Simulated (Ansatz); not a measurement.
In doubt: one-shot GW on d or f shells is unsure, so the values of those runs are not to be relied on.

Rows from a G0W0 calculation on CsCu2I3 (Cmcm) (Ansatz 0.2.0; G0W0 on r2SCAN, plane waves, PAW; 2×2×2 mesh, 961 empty bands, screening to 100 eV), in eV. Spin-orbit coupling is left out.

```tsv
row	k	band	start	Σx	Σc at the solution	Vxc
A	Γ	v3	6.032	-32.442	4.818	-27.004
B	Γ	c3	9.659	-7.860	-3.477	-11.878
C	Γ	v1	6.244	-34.911	5.193	-29.151
D	Γ	c1	8.740	-6.800	-3.600	-10.690
E	Γ	c2	9.565	-7.919	-2.949	-11.194
F	Γ	v2	6.057	-35.649	5.468	-29.603
```

Question: Work out each quasiparticle level and how far it moved.

The quasiparticle equation reads E = start + Σx + Σc(E) − Vxc.

```tsv
row	E (eV)	shift (eV)
A	5.411	−0.621
B	10.200	+0.541
C	5.676	−0.568
D	9.030	+0.290
E	9.892	+0.327
F	5.479	−0.578
```

The gap over the computed points goes from 2.50 eV to 3.35 eV.

Limits: not at the basis limit; d shell near the gap, gap tends to lie low; no spin-orbit coupling; coarse k mesh.

[Paths, hosts, dates, memory and timing lines, banners, echoed tables and standing remarks are left out of the program output.]

[Logs are printed without paths, hosts, clocks, repeated set-up lines and the standing remarks that a program may print on its own settings, such as how far it seeks lower states.]

[Runs of the session that timed out or met a known fault of the program may be left out.]

[Cells called generated may have been cut or substituted from an entry of the Crystallography Open Database or the Materials Project.]

[Hosts, paths, dates, database ids (printed as entryN), source tags and the programs' standing remarks are cut or masked in the printed files.]
